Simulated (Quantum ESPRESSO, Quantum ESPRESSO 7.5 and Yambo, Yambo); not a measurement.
# BiAs (buckled honeycomb monolayer): a self-consistent loop beyond G0W0, cycle by cycle

How far does self-consistency move the gap of BiAs (buckled honeycomb monolayer)?

Method: PBE and many-body steps on it, plane waves, in Quantum ESPRESSO 7.5 and Yambo 5.3.0.

Report form: the programs' logs are mostly left out.

**1. Set-up**

The cell holds 2 atoms: 1 As and 1 Bi. Its edges and angles: a = 4.005 Å, b = 4.005 Å, c = 14.000 Å, α = 90.0°, β = 90.0°, γ = 120.0°. Vacuum lies along c.

The structure was relaxed with PBE. The runs that relaxed it are not among those shown. Spin-orbit coupling is left out unless a step names it.

**2. Empty states on the mesh, 6×6×1 mesh, 40 bands**

This step: Quantum ESPRESSO 7.5; DFT, PBE, plane waves, norm-conserving pseudopotentials.

The sums over transitions need many empty states on a uniform mesh; this step solves for them.

Contents of pw.in:

```
&control
  calculation = 'nscf'
  prefix = 'x'
  outdir = 'o'
  pseudo_dir = 'pseudo'
/
&system
  ibrav = 0
  nat = 2
  ntyp = 2
  ecutwfc = 76.0
  nbnd = 40
  force_symmorphic = .true.
/
&electrons
  conv_thr = 1e-9
  electron_maxstep = 80
  diago_full_acc = .true.
  diago_thr_init = 5e-6
/
ATOMIC_SPECIES
  As 74.922 As.upf
  Bi 208.98 Bi.upf
CELL_PARAMETERS angstrom
  4.0052035368 0.0000000003 0.0000000000
  -2.0026017687 3.4686080100 0.0000000000
  0.0000000000 0.0000000000 14.0000000000
ATOMIC_POSITIONS crystal
  As 0.3333333333 0.6666666667 0.4446190446
  Bi 0.6666666667 0.3333333333 0.5553809554
K_POINTS automatic
  6 6 1 0 0 0
```

Command:

```sh
$ OMP_NUM_THREADS=1 mpirun -n 4 pw.x -nk 4 -in pw.in > pw.out
```

Run time: 8.6 s. Hardware: 4 MPI ranks of Arm Neoverse V2, shared host; peak memory 0.52 GiB; 34 s of CPU time.

This step gave:

- gap: 1.061 eV
- k of the valence top: 0, 0, 0
- k of the conduction bottom: 0, 0, 0
- least direct gap: 1.061 eV
- k points computed: 7
- lowest point of the top converged band, above the valence top: 15.22 eV

On this mesh the gap is 1.061 eV.

The density comes from a self-consistent run that is not shown.

**3. Conversion and set-up**

This step: Yambo 5.3.0; conversion and set-up on PBE, plane waves, norm-conserving pseudopotentials.

The states are converted to the many-body program's format and the q mesh is built.

Command:

```sh
$ (cd o/x.save; p2y > p2y.log; mv SAVE ../..); yambo > setup.log
```

Wall time 2.7 s (1 MPI rank); peak memory 0.26 GiB.

**4. G0W0**

Now the one-shot GW correction: screening in the RPA, then the self-energy of the levels asked for.

This step: G0W0 on PBE, plane waves, norm-conserving pseudopotentials.

Contents of gw1.in:

```
HF_and_locXC
gw0
dyson
ppa
em1d
rim_cut
rim_w
RandQpts= 3000000
RandGvec= 100 RL
CUTGeo= "slab z"
RandGvecW= 9 RL
EXXRLvcs= 76 Ry
VXCRLvcs= 304 Ry
Chimod= "HARTREE"
% BndsRnXp
 1 | 40 |
%
NGsBlkXp= 4 Ry
% LongDrXp
 1 | 1 | 0 |
%
% GbndRnge
 1 | 40 |
%
DysSolver= "n"
ExtendOut
PPAPntXp= 27.21138 eV
% QPkrange
 1 | 7 | 11 | 19 |
%
```

Command:

```sh
$ OMP_NUM_THREADS=1 mpirun -n 4 yambo -F gw1.in -J gw1 -C gw1 > gw1.log
```

It took 2.5 min on 4 MPI ranks; peak memory 2.7 GiB.

This step gave:

```yaml
g0w0_gap_on_the_mesh: 1.953 eV
starting_gap_on_the_mesh: 1.061 eV
k_of_the_valence_top: 0, 0, 0
k_of_the_conduction_bottom: 0, 0, 0
least_direct_g0w0_gap_on_the_computed_points: 1.953 eV
z_at_the_valence_top: 0.7087
z_at_the_conduction_bottom: 0.7188
```

The gap on the mesh goes from 1.06 eV to 1.95 eV, a correction of +0.89 eV.

**5. evGW0, cycle 1**

This step: evGW0 on PBE, plane waves, norm-conserving pseudopotentials.

gw2.in, as its differences from gw1.in of step 4:

```diff
@@ -30 +30,2 @@
 %
+GfnQPdb= "E < ./gw1/ndb.QP"
```

Command:

```sh
$ OMP_NUM_THREADS=1 mpirun -n 4 yambo -F gw2.in -J gw2,gw1_W -C gw2 > gw2.log
```

The job ended after 1.9 min (4 MPI ranks; peak memory 2.7 GiB; 7.5 min of CPU time).

Numbers from this step:

```
quasiparticle gap on the mesh                         : 2.139 eV
gap of the density functional on the mesh             : 1.061 eV
k of the valence top                                  : 0, 0, 0
k of the conduction bottom                            : 0, 0, 0
least direct quasiparticle gap on the computed points : 2.139 eV
Z at the valence top                                  : 0.7122
Z at the conduction bottom                            : 0.7699
```

Against G0W0 in Yambo (6×6×1 mesh, 40 bands, screening to 54.4 eV, Godby-Needs plasmon pole), the gap moves by +0.186 eV.

The program's own table gives 2.344 eV, which is too large where the input levels are shifted: this version takes Σc at the unshifted level E₀, yet steps from the shifted one. The value above is the Newton step from E₀, E₀ + Z(Σc + Σx − Vxc), rebuilt from the printed columns.

**6. evGW0, cycle 2**

The corrected levels of the last cycle go back in.

gw3.in, as its differences from gw2.in of step 5:

```diff
@@ -30,2 +30,2 @@
 %
-GfnQPdb= "E < ./gw1/ndb.QP"
+GfnQPdb= "E < ./gw2_fix/ndb.QP"
```

Command:

```sh
$ OMP_NUM_THREADS=1 mpirun -n 4 yambo -F gw3.in -J gw3,gw1_W -C gw3 > gw3.log
```

Elapsed: 1.9 min, on 4 MPI ranks; peak memory 2.6 GiB.

This step gave:

```
quasiparticle gap on the mesh                         : 2.172 eV
gap of the density functional on the mesh             : 1.061 eV
k of the valence top                                  : 0, 0, 0
k of the conduction bottom                            : 0, 0, 0
least direct quasiparticle gap on the computed points : 2.172 eV
```

Against the cycle before, the gap moves by +0.033 eV.

The program's own table gives 2.412 eV, which is too large where the input levels are shifted: this version takes Σc at the unshifted level E₀, yet steps from the shifted one. The value above is the Newton step from E₀, E₀ + Z(Σc + Σx − Vxc), rebuilt from the printed columns.

**7. evGW0, cycle 3**

gw4.in, as its differences from gw3.in of step 6:

```diff
@@ -30,2 +30,2 @@
 %
-GfnQPdb= "E < ./gw2_fix/ndb.QP"
+GfnQPdb= "E < ./gw3_fix/ndb.QP"
```

Command:

```sh
$ OMP_NUM_THREADS=1 mpirun -n 4 yambo -F gw4.in -J gw4,gw1_W -C gw4 > gw4.log
```

It took 1.9 min on 4 MPI ranks; peak memory 2.6 GiB; 7.4 min of CPU time.

Numbers from this step:

```yaml
quasiparticle_gap_on_the_mesh: 2.178 eV
gap_of_the_density_functional_on_the_mesh: 1.061 eV
k_of_the_valence_top: 0, 0, 0
k_of_the_conduction_bottom: 0, 0, 0
least_direct_quasiparticle_gap_on_the_computed_points: 2.178 eV
```

Against the cycle before, the gap moves by +0.006 eV.

The program's own table gives 2.423 eV, which is too large where the input levels are shifted: this version takes Σc at the unshifted level E₀, yet steps from the shifted one. The value above is the Newton step from E₀, E₀ + Z(Σc + Σx − Vxc), rebuilt from the printed columns.

**8. evGW, cycle 1**

This step: evGW on PBE, plane waves, norm-conserving pseudopotentials.

gw5.in, as its differences from gw4.in of step 7:

```diff
@@ -30,2 +30,3 @@
 %
-GfnQPdb= "E < ./gw3_fix/ndb.QP"
+GfnQPdb= "E < ./gw1/ndb.QP"
+XfnQPdb= "E < ./gw1/ndb.QP"
```

Command:

```sh
$ OMP_NUM_THREADS=1 mpirun -n 4 yambo -F gw5.in -J gw5 -C gw5 > gw5.log
```

The job ended after 2.5 min (4 MPI ranks; peak memory 2.6 GiB; 10 min of CPU time).

Numbers from this step:

* quasiparticle gap on the mesh: 2.311 eV
* gap of the density functional on the mesh: 1.061 eV
* k of the valence top: 0, 0, 0
* k of the conduction bottom: 0, 0, 0
* least direct quasiparticle gap on the computed points: 2.311 eV

Against G0W0 in Yambo (6×6×1 mesh, 40 bands, screening to 54.4 eV, Godby-Needs plasmon pole), the gap moves by +0.358 eV.

The program's own table gives 2.487 eV, which is too large where the input levels are shifted: this version takes Σc at the unshifted level E₀, yet steps from the shifted one. The value above is the Newton step from E₀, E₀ + Z(Σc + Σx − Vxc), rebuilt from the printed columns.

**9. evGW, cycle 2**

gw6.in, as its differences from gw5.in of step 8:

```diff
@@ -30,3 +30,3 @@
 %
-GfnQPdb= "E < ./gw1/ndb.QP"
-XfnQPdb= "E < ./gw1/ndb.QP"
+GfnQPdb= "E < ./gw5_fix/ndb.QP"
+XfnQPdb= "E < ./gw5_fix/ndb.QP"
```

Command:

```sh
$ OMP_NUM_THREADS=1 mpirun -n 4 yambo -F gw6.in -J gw6 -C gw6 > gw6.log
```

Elapsed: 2.5 min, on 4 MPI ranks; peak memory 2.6 GiB.

This step gave:

```yaml
quasiparticle_gap_on_the_mesh: 2.425 eV
gap_of_the_density_functional_on_the_mesh: 1.061 eV
k_of_the_valence_top: 0, 0, 0
k_of_the_conduction_bottom: 0, 0, 0
least_direct_quasiparticle_gap_on_the_computed_points: 2.425 eV
```

Against the cycle before, the gap moves by +0.114 eV.

The program's own table gives 2.648 eV, which is too large where the input levels are shifted: this version takes Σc at the unshifted level E₀, yet steps from the shifted one. The value above is the Newton step from E₀, E₀ + Z(Σc + Σx − Vxc), rebuilt from the printed columns.

**10. evGW, cycle 3**

gw7.in, as its differences from gw6.in of step 9:

```diff
@@ -30,3 +30,3 @@
 %
-GfnQPdb= "E < ./gw5_fix/ndb.QP"
-XfnQPdb= "E < ./gw5_fix/ndb.QP"
+GfnQPdb= "E < ./gw6_fix/ndb.QP"
+XfnQPdb= "E < ./gw6_fix/ndb.QP"
```

Command:

```sh
$ OMP_NUM_THREADS=1 mpirun -n 4 yambo -F gw7.in -J gw7 -C gw7 > gw7.log
```

Run time: 2.5 min. Hardware: 4 MPI ranks; peak memory 2.6 GiB.

This step gave:

```
quasiparticle gap on the mesh                         : 2.462 eV
gap of the density functional on the mesh             : 1.061 eV
k of the valence top                                  : 0, 0, 0
k of the conduction bottom                            : 0, 0, 0
least direct quasiparticle gap on the computed points : 2.462 eV
```

Against the cycle before, the gap moves by +0.037 eV.

The program's own table gives 2.698 eV, which is too large where the input levels are shifted: this version takes Σc at the unshifted level E₀, yet steps from the shifted one. The value above is the Newton step from E₀, E₀ + Z(Σc + Σx − Vxc), rebuilt from the printed columns.

**11. evGW, cycle 4**

gw8.in, as its differences from gw7.in of step 10:

```diff
@@ -30,3 +30,3 @@
 %
-GfnQPdb= "E < ./gw6_fix/ndb.QP"
-XfnQPdb= "E < ./gw6_fix/ndb.QP"
+GfnQPdb= "E < ./gw7_fix/ndb.QP"
+XfnQPdb= "E < ./gw7_fix/ndb.QP"
```

Command:

```sh
$ OMP_NUM_THREADS=1 mpirun -n 4 yambo -F gw8.in -J gw8 -C gw8 > gw8.log
```

Wall time 2.5 min (4 MPI ranks); peak memory 2.7 GiB.

Numbers from this step:

```yaml
quasiparticle_gap_on_the_mesh: 2.474 eV
gap_of_the_density_functional_on_the_mesh: 1.061 eV
k_of_the_valence_top: 0, 0, 0
k_of_the_conduction_bottom: 0, 0, 0
least_direct_quasiparticle_gap_on_the_computed_points: 2.474 eV
```

Against the cycle before, the gap moves by +0.012 eV.

The program's own table gives 2.714 eV, which is too large where the input levels are shifted: this version takes Σc at the unshifted level E₀, yet steps from the shifted one. The value above is the Newton step from E₀, E₀ + Z(Σc + Σx − Vxc), rebuilt from the printed columns.

**12. evGW, cycle 5**

gw9.in, as its differences from gw8.in of step 11:

```diff
@@ -30,3 +30,3 @@
 %
-GfnQPdb= "E < ./gw7_fix/ndb.QP"
-XfnQPdb= "E < ./gw7_fix/ndb.QP"
+GfnQPdb= "E < ./gw8_fix/ndb.QP"
+XfnQPdb= "E < ./gw8_fix/ndb.QP"
```

Command:

```sh
$ OMP_NUM_THREADS=1 mpirun -n 4 yambo -F gw9.in -J gw9 -C gw9 > gw9.log
```

It took 2.6 min on 4 MPI ranks; peak memory 2.7 GiB.

Numbers from this step:

- quasiparticle gap on the mesh: 2.478 eV
- gap of the density functional on the mesh: 1.061 eV
- k of the valence top: 0, 0, 0
- k of the conduction bottom: 0, 0, 0
- least direct quasiparticle gap on the computed points: 2.478 eV

Against the cycle before, the gap moves by +0.004 eV.

The program's own table gives 2.719 eV, which is too large where the input levels are shifted: this version takes Σc at the unshifted level E₀, yet steps from the shifted one. The value above is the Newton step from E₀, E₀ + Z(Σc + Σx − Vxc), rebuilt from the printed columns.

**13. The runs together**

Times are wall times on 4 MPI ranks of Arm Neoverse V2, shared host, good to a factor of about two.

```
           run   mesh  bands  screening cutoff (eV)  DFT gap (eV)  gap on the mesh (eV)  direct (eV)     time
          G0W0  6×6×1     40                   54.4         1.061                 1.953        1.953  2.5 min
evGW0, cycle 1  6×6×1     40                   54.4         1.061                 2.139        2.139  1.9 min
evGW0, cycle 2  6×6×1     40                   54.4         1.061                 2.172        2.172  1.9 min
evGW0, cycle 3  6×6×1     40                   54.4         1.061                 2.178        2.178  1.9 min
 evGW, cycle 1  6×6×1     40                   54.4         1.061                 2.311        2.311  2.5 min
 evGW, cycle 2  6×6×1     40                   54.4         1.061                 2.425        2.425  2.5 min
 evGW, cycle 3  6×6×1     40                   54.4         1.061                 2.462        2.462  2.5 min
 evGW, cycle 4  6×6×1     40                   54.4         1.061                 2.474        2.474  2.5 min
 evGW, cycle 5  6×6×1     40                   54.4         1.061                 2.478        2.478  2.6 min
```

**14. Results**

```json
{
  "G0W0": "1.953 eV",
  "evGW0, cycle 1": "2.139 eV",
  "evGW0, cycle 2": "2.172 eV",
  "evGW0, cycle 3": "2.178 eV",
  "evGW, cycle 1": "2.311 eV",
  "evGW, cycle 2": "2.425 eV",
  "evGW, cycle 3": "2.462 eV",
  "evGW, cycle 4": "2.474 eV",
  "evGW, cycle 5": "2.478 eV",
  "known limits": "not at the basis limit; exchange with frozen shells missing; no spin-orbit coupling"
}
```

What this shows: evGW0 ends at 2.18 eV, +0.22 eV from G0W0, after 3 cycles that took 5.6 min beside the first screening; the last moved the gap by 0.006 eV. evGW ends at 2.48 eV, +0.53 eV from G0W0, after 5 cycles that took 13 min beside the first screening; the last moved the gap by 0.004 eV. Bands and cutoff are finite, so the gap is not at the basis limit. The miss can reach some tenths of an eV and take either sign; the mesh is an error of its own. Where an edge is built on 6p states of lead, bismuth or thallium, scalar-relativistic gaps usually stand too wide, by a few tenths to over one eV. The norm-conserving file of at least one element keeps a d shell over frozen s and p shells of the same row. Exchange with those shells is missing from the self-energy, an error of 0.3 to 0.9 eV in cases checked, whose sign depends on which edge lies on those atoms. The many-body steps are scalar-relativistic: spin-orbit coupling is not in them.

[Paths, hosts, dates, memory and timing lines, banners, echoed tables and standing remarks are left out of the program output.]

[Logs are printed without paths, hosts, clocks, repeated set-up lines and the standing remarks that a program may print on its own settings, such as how far it seeks lower states.]

[Runs of the session that timed out or met a known fault of the program may be left out.]

[Hosts, paths, dates, database ids (printed as entryN), source tags and the programs' standing remarks are cut or masked in the printed files.]
